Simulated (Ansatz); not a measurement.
# Lattice dynamics of CsMgF3 (Pm-3m), part 2 of 3

Task: relax CsMgF3 (Pm-3m), then find its harmonic phonons.

Ansatz 0.2.0; DFT PBEsol, scalar-relativistic, plane waves, PAW; PAW set soft_1.

So far. Step 3 (Tight relaxation): The forces vanish by symmetry and the pressure is -0.006 GPa, within the tolerances set. The cell now holds 14.61 Å³/atom. The relaxed cell has a = 4.181 Å (conventional setting).

### 4. Modes at Γ

The zone centre comes first: it holds the modes that light can see, as far as symmetry allows. The response to a homogeneous field gives the Born charges and the dielectric tensor, and its change with displacement the Raman tensors.

input.yaml reads:

```yaml
crystal:
  lattice:
    - [4.1805617951, 0.0, 0.0]
    - [0.0, 4.1805617951, 0.0]
    - [0.0, 0.0, 4.1805617951]
  atoms:
    - { symbol: Cs, position: [0.0, 0.0, 0.0] }
    - { symbol: Mg, position: [0.5, 0.5, 0.5] }
    - { symbol: F, position: [0.0, 0.5, 0.5] }
    - { symbol: F, position: [0.5, 0.0, 0.5] }
    - { symbol: F, position: [0.5, 0.5, 0.0] }
kpoints:
  mp_grid: { grid: [8, 8, 8] }
hamiltonian:
  xc: pbesol
  pseudopotentials: { kind: paw, azcp: { folder: soft_1 }, xc_functional: pbe }
scf:
  occupations: { method: fixed }
output:
  eigenvalues: true
phonons:
  method: dfpt
  dielectric: true
  rigid_motions: translations
  raman: true
```

The run is started by

```bash
ansatz run input.yaml --threads 4 --pin off --max-ram 10240MiB --backend cpu --events-out ev --progress --plain --runs-dir out
```

Numbers of over 12 decimals in the logs are rounded to 6 here.

The log of the run:

```text
[...]
Crystal: 5 atoms, lattice volume = 73.064 Å³
Basis set: ecut = 420 eV, 1365 PW (Γ), exchange–correlation on 60×60×60 points (8 copies of the dense FFT grid, shifted against one another)
Bands: 25, of which v1, the nominal top of the filled ones, is band 20 counted from 1 (19 counted from 0)
Symmetry: 48 space group operations
k-points: 170 of 512 (irreducible under 2 space group operations, time reversal used)
[...]
SCF iter   1: F=—  HF=-9910.652263 eV  |F-HF|=—  |Δ(HF+E_count)|=         —  Δρ=1.52e-1  dr2=1.29e1  ethr=3.10e-3  ⟨swp⟩=4.1  Hψ=18530  notcnv=0  defer=387
[...]
SCF iter  10: F=-9906.953193 eV  HF=-9906.953193 eV  |F-HF|=1.09e-11  |Δ(HF+E_count)|=  6.69e-10  Δρ=1.23e-7  dr2=8.40e-12  ethr=1.00e-12  ⟨swp⟩=12.9  Hψ=29360  notcnv=0
SCF 1 converged in 10 iterations: F = -9906.953193 eV  dr2 = 8.40e-12
[...]
DFPT response loops at Γ: preconditioner auto → none (the input reference at scf.mixing.eps_inf says where Resta's filter doesn't serve); β = 0.50; Broyden in place of MSR1
── the response to a field inside a basis, on 8×8×8 k-points: an SCF that follows is theirs, and a resumed run solves both again ──
Bands: 21, of which v1, the nominal top of the filled ones, is band 20 counted from 1 (19 counted from 0)
k-points: 20 of 512
[...]
Eigensolver: Dense (20 Hₖ)
SCF iter   1: F=—  HF=-9906.942695 eV  |F-HF|=—  |Δ(HF+E_count)|=         —  Δρ=3.72e-4  dr2=2.16e-5  ethr=1.00e-1
[...]
SCF iter   6: F=-9906.942689 eV  HF=-9906.942689 eV  |F-HF|=3.64e-12  |Δ(HF+E_count)|=  8.00e-11  Δρ=1.26e-7  dr2=9.72e-12  ethr=1.00e-12
SCF 1 converged in 6 iterations: F = -9906.942689 eV  dr2 = 9.72e-12
[...]
SCF converged after 10 iterations
Free energy (F): -9906.953193 eV
[...]
Internal energy: -9906.953193 eV  (E = F + TS)
E sigma→0 (E₀):  -9906.953193 eV
Fermi energy:    3.856177 eV
[...]
--- Band table (eV; the first three rows and the last of 170) ---
  k-point 0: bands = [... 16 lower, 3.0343, 3.8562, 3.8562, 3.8562, 10.7322, 12.3396, 12.3396, 15.2252, ... 1 higher]
  k-point 1: bands = [... 16 lower, 3.0089, 3.6608, 3.8016, 3.8016, 11.0274, 12.4932, 12.6347, 15.2964, ... 1 higher]
  k-point 2: bands = [... 16 lower, 2.9877, 3.2138, 3.6613, 3.6613, 11.7495, 12.8847, 13.4020, 15.4568, ... 1 higher]
  k-point 169: bands = [... 16 lower, 3.5792, 3.7273, 3.7273, 3.7273, 12.7134, 12.7134, 12.7134, 16.3940, ... 1 higher]
--- Phonons (Γ-DFPT): 4 representative perturbations + reference, on 170 of 512 k-points (Σ response iterations 13) ---
  k mesh reduced under 2 symmetry operations, with k and −k counted as one. Each operation leaves every solved perturbation unchanged. A smaller set is not considered because the run solves the response to a homogeneous field
  ASR residual: 1.108e-3 → 0.000e0 eV/Å²; symmetrization residual: 7.131e-6 eV/Å²
  ASR residual per site (eV/Å²): 3.78e-5 1.11e-3 1.07e-3 1.07e-3 1.07e-3
  Γ frequencies (cm⁻¹): 0.00 0.00 0.00 148.70 148.70 148.70 216.09 216.09 216.09 262.63 262.63 262.63 305.39 305.39 305.39
  ε∞ (high-frequency dielectric tensor):
        2.514951    -0.000000     0.000000
        0.000000     2.514951     0.000000
       -0.000000     0.000000     2.514951
  ε⁰ (static dielectric tensor: ions relaxed, cell fixed):
        7.505779     0.000000    -0.000000
        0.000000     7.505779     0.000000
       -0.000000     0.000000     7.505779
  ε⁰ − ε∞ (ionic part):
        4.990829     0.000000    -0.000000
        0.000000     4.990829     0.000000
       -0.000000     0.000000     4.990829
  softest optical mode at Γ: 148.70 cm⁻¹; the repairs (sum rule, projections) moved no ω² at Γ by more than (4.10 cm⁻¹)²
  Born effective charges Z* (e; rows j = field, columns β = displacement):
    site 0:
         1.43450   -0.00000   -0.00000
        -0.00000    1.43450    0.00000
         0.00000   -0.00000    1.43450
    site 1:
         2.17011    0.00000    0.00000
         0.00000    2.17011    0.00000
         0.00000   -0.00000    2.17011
    site 2:
        -1.23408    0.00000   -0.00000
         0.00000   -1.18527    0.00000
         0.00000   -0.00000   -1.18527
    site 3:
        -1.18527   -0.00000   -0.00000
        -0.00000   -1.23408    0.00000
         0.00000    0.00000   -1.18527
    site 4:
        -1.18527   -0.00000    0.00000
         0.00000   -1.18527    0.00000
         0.00000   -0.00000   -1.23408
  Z* charge neutrality: 2.788e-5 e pre-enforcement
  k-mesh period / interband length: 33.4 Å / 1.10 Å = 30.51 at k = (0.0000, 0.0000, 0.0000), direct gap 6.876 eV — 14 or more, which is no proof of convergence
  Raman tensors (in the event stream and the table raman_tensors.tsv): an entry may err by 2.8e-4 Å², one of the second-order susceptibility by 2.8e-20 pm/V (basis, points and sum rule); their sum over the sites missed zero by 1.324e-21 Å² ahead of its enforcement
  optical modes at Γ without the LO–TO term, one row a degenerate level:
      ω (cm⁻¹)  modes    IR ((D/Å)²/amu)  static Raman (Å⁴/amu)  depolarisation
        148.70      3             2.6573                 0.0000               —
        216.09      3             0.0000                 0.0000               —
        262.63      3            25.6084                 0.0000               —
        305.39      3             2.0009                 0.0000               —
  optical modes at Γ + LO–TO along q̂ = [1.0000, 0.0000, 0.0000]:
      ω (cm⁻¹)  modes    IR ((D/Å)²/amu)  static Raman (Å⁴/amu)  depolarisation
        148.70      2             1.7715                 0.0000               —
        158.61      1             0.0742                 0.0000               —
        216.09      3             0.0000                 0.0000               —
        262.63      2            17.0722                 0.0000               —
        301.87      1             0.0454                 0.0000               —
        305.39      2             1.3340                 0.0000               —
        430.31      1             9.9693                 0.0000               —
  optical modes at Γ + LO–TO along q̂ = [0.0000, 1.0000, 0.0000]:
      ω (cm⁻¹)  modes    IR ((D/Å)²/amu)  static Raman (Å⁴/amu)  depolarisation
        148.70      2             1.7715                 0.0000               —
        158.61      1             0.0742                 0.0000               —
        216.09      3             0.0000                 0.0000               —
        262.63      2            17.0722                 0.0000               —
        301.87      1             0.0454                 0.0000               —
        305.39      2             1.3340                 0.0000               —
        430.31      1             9.9693                 0.0000               —
  optical modes at Γ + LO–TO along q̂ = [0.0000, 0.0000, 1.0000]:
      ω (cm⁻¹)  modes    IR ((D/Å)²/amu)  static Raman (Å⁴/amu)  depolarisation
        148.70      2             1.7715                 0.0000               —
        158.61      1             0.0742                 0.0000               —
        216.09      3             0.0000                 0.0000               —
        262.63      2            17.0722                 0.0000               —
        301.87      1             0.0454                 0.0000               —
        305.39      2             1.3340                 0.0000               —
        430.31      1             9.9693                 0.0000               —
```

The job ended after 90 s (4 threads of Intel Xeon Platinum 8375C at 2.90GHz (Ice Lake), shared host; peak memory 1.7 GiB; 5.8 min of CPU time).

Numbers from this step:

| Quantity | Value |
| --- | --- |
| sum-rule residual before enforcement | 0.001108 eV/Å² |
| miss of the charge sum rule | 2.79e-5 e |
| point group | m-3m |
| highest optical mode at the zone centre (no LO-TO term) | 305.4 cm⁻¹ |
| lowest optical zone-centre mode | 148.7 cm⁻¹ |
| mean high-frequency dielectric constant | 2.515 |
| largest Born charge (third of the trace) | 2.170 e |
| mean static dielectric constant | 7.506 |
| top of the zone-centre spectrum with the field | 430.3 cm⁻¹ |

Without the LO-TO term. Patterns of degenerate modes are one choice out of their space. The modes at Γ (shares of kinetic energy by element, %):

```tsv
mode	frequency (cm⁻¹)	symmetry	Cs %	Mg %	F %
1	0.0	acoustic	62	11	27
2	0.0	acoustic	62	11	27
3	0.0	acoustic	62	11	27
4	148.7	T1u	38	19	43
5	148.7	T1u	38	19	43
6	148.7	T1u	38	19	43
7	216.1	T2u	0	0	100
8	216.1	T2u	0	0	100
9	216.1	T2u	0	0	100
10	262.6	T1u	0	62	38
11	262.6	T1u	0	62	38
12	262.6	T1u	0	62	38
13	305.4	T1u	0	8	92
14	305.4	T1u	0	8	92
15	305.4	T1u	0	8	92
```

Displacements in mode 6 (148.7 cm⁻¹), the largest set to 1:
```
Cs1 -0.01  0.50  0.36
Mg2  0.02 -0.84 -0.60
F3   0.02 -0.72 -0.52
F4   0.02 -1.00 -0.52
F5   0.02 -0.72 -0.72
```

Displacements in mode 13 (305.4 cm⁻¹), the largest set to 1:
```
Cs1  0.00  0.01  0.03
Mg2  0.00 -0.10 -0.30
F3   0.00 -0.14 -0.40
F4   0.00  0.34 -0.40
F5   0.00 -0.14  1.00
```

Optical modes at the zone centre, without and with the macroscopic field of the longitudinal modes; each column is sorted by frequency, so a row need not hold one and the same mode. Modes with and without the field, by row:

```tsv
rank among optical modes	no field (cm⁻¹)	q along (1, 0, 0) (cm⁻¹)
1	148.7	148.7
2	148.7	148.7
3	148.7	158.6
4	216.1	216.1
5	216.1	216.1
6	216.1	216.1
7	262.6	262.6
8	262.6	262.6
9	262.6	301.9
10	305.4	305.4
11	305.4	305.4
12	305.4	430.3
```

Born charge (rows field, columns displacement) (e), principal values of the symmetric part by kind of site:

```tsv
atom	atoms with these values	low	middle	high	mean
Cs1	1	1.43	1.43	1.43	1.43
Mg2	1	2.17	2.17	2.17	2.17
F3	3	-1.23	-1.19	-1.19	-1.20
```

In full for F3:

```
-1.23  0.00  0.00
 0.00 -1.19  0.00
 0.00  0.00 -1.19
```

High-frequency dielectric tensor:

```
2.52 0.00 0.00
0.00 2.52 0.00
0.00 0.00 2.52
```

Static dielectric tensor (ions relaxed, fixed cell):

```
7.51 0.00 0.00
0.00 7.51 0.00
0.00 0.00 7.51
```

Transverse modes. Lines of the infrared spectrum (strongest = 100):

```tsv
position (cm⁻¹)	label	relative intensity
149	T1u	10
216	T2u	0.0
263	T1u	100
305	T1u	7.8
```

Before it was imposed, the acoustic sum rule was missed by 0.0011 eV/Å² and the charge sum rule by 2.8e-5 e. Small misses are needed for a sound result but don't prove that mesh and cutoff are converged. The lowest optical mode is real, 149 cm⁻¹.

### 5. The dispersion

Stability and thermal properties need the whole zone. Linear response on a 4×4×4 q mesh gives force constants as far as a supercell of that size would, and the tensors from the zone-centre run are typed in so that the long-range dipole term is interpolated apart.

input.yaml, the sections that differ from step 4:

```yaml
phonons:
  method: dfpt
  qmesh: [4, 4, 4]
  temperatures: { t_max: 1000, t_step: 50 }
  qpath:
    path:
      - [[0.0, 0.0, 0.0], [0.0, 0.5, 0.0], [0.5, 0.5, 0.0], [0.0, 0.0, 0.0], [0.5, 0.5, 0.5], [0.0, 0.5, 0.0]]
      - [[0.5, 0.5, 0.5], [0.5, 0.5, 0.0]]
    npoints: 10
  non_analytic_term:
    high_frequency_dielectric_tensor: [[2.515, 0.0, 0.0], [0.0, 2.515, 0.0], [0.0, 0.0, 2.515]]
    born_effective_charges:
      - { species: Cs, tensor: [[1.4345, 0.0, 0.0], [0.0, 1.4345, 0.0], [0.0, 0.0, 1.4345]] }
      - { species: Mg, tensor: [[2.1701, 0.0, 0.0], [0.0, 2.1701, 0.0], [0.0, 0.0, 2.1701]] }
      - { species: F, tensor: [[-1.2341, 0.0, 0.0], [0.0, -1.1853, 0.0], [0.0, 0.0, -1.1853]] }
      - { species: F, tensor: [[-1.1853, 0.0, 0.0], [0.0, -1.2341, 0.0], [0.0, 0.0, -1.1853]] }
      - { species: F, tensor: [[-1.1853, 0.0, 0.0], [0.0, -1.1853, 0.0], [0.0, 0.0, -1.2341]] }
    source: "zone-centre run at this cell"
# crystal, kpoints, hamiltonian, scf, output: as in step 4
```

The log of the run:

```text
[...]
Crystal: 5 atoms, lattice volume = 73.064 Å³
Basis set: ecut = 420 eV, 1365 PW (Γ), exchange–correlation on 60×60×60 points (8 copies of the dense FFT grid, shifted against one another)
Bands: 25, of which v1, the nominal top of the filled ones, is band 20 counted from 1 (19 counted from 0)
Symmetry: 48 space group operations
k-points: 35 of 512
[...]
SCF iter   1: F=—  HF=-9910.652283 eV  |F-HF|=—  |Δ(HF+E_count)|=         —  Δρ=1.52e-1  dr2=1.29e1  ethr=3.10e-3  ⟨swp⟩=4.1  Hψ=3812  notcnv=0  defer=78
[...]
SCF iter  10: F=-9906.953193 eV  HF=-9906.953193 eV  |F-HF|=1.09e-11  |Δ(HF+E_count)|=  6.48e-10  Δρ=1.24e-7  dr2=8.55e-12  ethr=1.00e-12  ⟨swp⟩=11.0  Hψ=6167  notcnv=0
SCF 1 converged in 10 iterations: F = -9906.953193 eV  dr2 = 8.55e-12
[...]
NSCF: frozen V_eff on 35 k-points
[...]
DFPT response loops at q = (0, 0, 0) (fractional): preconditioner auto → none (the input reference at scf.mixing.eps_inf says where Resta's filter doesn't serve); β = 0.50; Broyden in place of MSR1
[...]
SCF converged after 10 iterations
Free energy (F): -9906.953193 eV
[...]
Internal energy: -9906.953193 eV  (E = F + TS)
E sigma→0 (E₀):  -9906.953193 eV
Fermi energy:    3.856177 eV
[...]
--- Band table (eV; the first three rows and the last of 35) ---
  k-point 0: bands = [... 16 lower, 3.0343, 3.8562, 3.8562, 3.8562, 10.7322, 12.3396, 12.3396, 15.2252, ... 1 higher]
  k-point 1: bands = [... 16 lower, 3.0089, 3.6608, 3.8016, 3.8016, 11.0274, 12.4932, 12.6347, 15.2964, ... 1 higher]
  k-point 2: bands = [... 16 lower, 2.9877, 3.2138, 3.6613, 3.6613, 11.7495, 12.8847, 13.4020, 15.4568, ... 1 higher]
  k-point 34: bands = [... 16 lower, 3.5792, 3.7273, 3.7273, 3.7273, 12.7134, 12.7134, 12.7134, 16.3940, ... 1 higher]
--- Phonons (Γ-DFPT): 4 representative perturbations + reference (Σ response iterations 13) ---
  ASR residual: 1.116e-3 → 0.000e0 eV/Å²; symmetrization residual: 7.200e-6 eV/Å²
  ASR residual per site (eV/Å²): 3.46e-5 1.12e-3 1.06e-3 1.06e-3 1.06e-3
[...]
--- Phonons (arbitrary-q DFPT): 10 irreducible q on the 4×4×4 mesh ---
  q = [0.0000, 0.0000, 0.0000] (star 1, of the zone-centre solve; hermiticity 2.96e-6, symmetrization 2.08e-12): -0.00 -0.00 -0.00 148.70 148.70 148.70 216.09 216.09 216.09 262.63 262.63 262.63 305.39 305.39 305.39
  q = [0.0000, 0.0000, 0.2500] (star 6, 9 solved perturbations in 1560 linear systems a pass and spin channel, the states on 200 of 512 k-point pairs; hermiticity 1.18e-6, symmetrization 6.55e-13): 58.82 58.82 82.04 150.77 150.77 186.63 220.78 220.78 222.45 260.68 260.68 302.54 302.54 304.75 422.67
[...]
q = [0.0000, 0.2500, -0.5000] (star 12, 15 solved perturbations on 200 of 512 k-point pairs; hermiticity 1.41e-6, symmetrization 2.95e-14): 84.16 88.00 93.91 172.96 182.83 196.06 217.34 229.64 244.49 250.66 262.04 287.15 295.74 357.34 376.13
[...]
sum rule: each row above includes the acoustic sum rule's correction from the zone centre's row sums; it moved no ω² by more than (3.90 cm⁻¹)²
  mesh force constants: q→R imaginary residual 1.71e-18; ASR residual 1.116e-3 → 0.000e0 eV/Å²; symmetrization residual 3.553e-15 eV/Å²
  interpolated dispersion: 63 rows × 15 modes
  density of states and harmonic sums: on the 16×16×16 q-mesh, interpolated from the force constants of a 4×4×4 supercell (with the dipole–dipole term of supplied tensors)
  largest difference from the sums on the solved wave vectors: F 1.30e-2 eV, S 1.71e-5 and C_V 3.95e-6 eV/K
  zero-point energy: 0.205109 eV/cell   skipped modes (ω ≤ 0): 3   left out of the sums: 4.88e-5 of the cell's modes: C_V's classical limit lies that fraction below 3 k_B per atom; for a crystal, a wire or a layer, F and S can be off by more, and a phonons.interpolated_qmesh denser along its periods is the remedy for the sampling
```

The job ended after 7.1 min (4 threads; peak memory 2.5 GiB).

Numbers from this step:

```yaml
sum_rule_residual_before_enforcement: 0.001116 eV/Å²
lowest_frequency_on_the_path: 0 cm⁻¹
highest_frequency_on_the_path_or_at_a_solved_wavevector: 430.3 cm⁻¹
mean_frequency: 220.6 cm⁻¹
debye_temperature_second_moment: 442 K
logarithmic_mean_frequency: 198.2 cm⁻¹
lowest_mode_on_the_q_mesh_acoustic_modes_at_gamma_apart: 58.82 cm⁻¹
zero_point_energy_per_atom: 41.02 meV
heat_capacity_at_300_k: 22.48 J/(mol atoms K)
vibrational_entropy_at_300_k: 27.50 J/(mol atoms K)
edges_of_the_widest_gap_between_branches_on_path_and_mesh: 113.8, 148.7 cm⁻¹
```

Frequencies (cm⁻¹) solved at each irreducible wavevector; negative means imaginary. Frequencies by wavevector, by row:

```tsv
q in reciprocal lattice units	star	mode 1	mode 2	mode 3	mode 4	mode 13	mode 14	mode 15
0 0 0	1	0	0	0	148.7	305.4	305.4	305.4
0 0 0.25	6	58.8	58.8	82	150.8	302.5	304.8	422.7
0 0 -0.5	3	85	85	113.8	152.1	299.6	313	410.7
0 0.25 0.25	12	59.7	75.7	100.1	160.8	299.1	323.4	403.8
0 0.25 -0.5	12	84.2	88	93.9	173	295.7	357.3	376.1
0 -0.5 -0.5	3	84.2	84.2	90.5	185.2	329.2	329.2	360.7
0.25 0.25 0.25	8	76.4	76.4	98.4	172.7	288.3	325.7	398.2
0.25 0.25 -0.5	12	88	90.2	91.5	175.4	283.7	351.8	381.2
0.25 -0.5 -0.5	6	90	90	93.9	181.9	322.8	322.8	384.2
-0.5 -0.5 -0.5	1	94.3	94.3	94.3	178.5	315.2	315.2	387.4
```

Interpolated from a 4×4×4 q mesh, with the LO-TO term (at Γ the limit along the path; where Γ stands inside the path, tables give the limit on arrival). Phonon branches along the path, in cm⁻¹:

```tsv
point	branch 1	branch 2	branch 3	branch 4	branch 12	branch 13	branch 14	branch 15
Γ	0	0	0	149	302	305	305	430
halfway	59	59	82	151	302	302	305	423
X	85	85	114	152	300	300	313	411
halfway	84	88	94	173	287	296	357	376
M	84	84	90	185	300	329	329	361
halfway	60	76	100	161	293	299	323	404
Γ	0	0	0	149	302	305	305	430
halfway	76	76	98	173	288	288	326	398
R	94	94	94	178	315	315	315	387
halfway	88	90	92	176	281	284	352	381
X	85	85	114	152	300	300	313	411
jump to R	94	94	94	178	315	315	315	387
halfway	90	90	94	182	282	323	323	384
M	84	84	90	185	300	329	329	361
```

[end of part 2 of 3]

[Logs are printed without paths, hosts, clocks, repeated set-up lines and the standing remarks that a program may print on its own settings, such as how far it seeks lower states.]

[Hosts, paths, dates, database ids (printed as entryN), source tags and the programs' standing remarks are cut or masked in the printed files.]
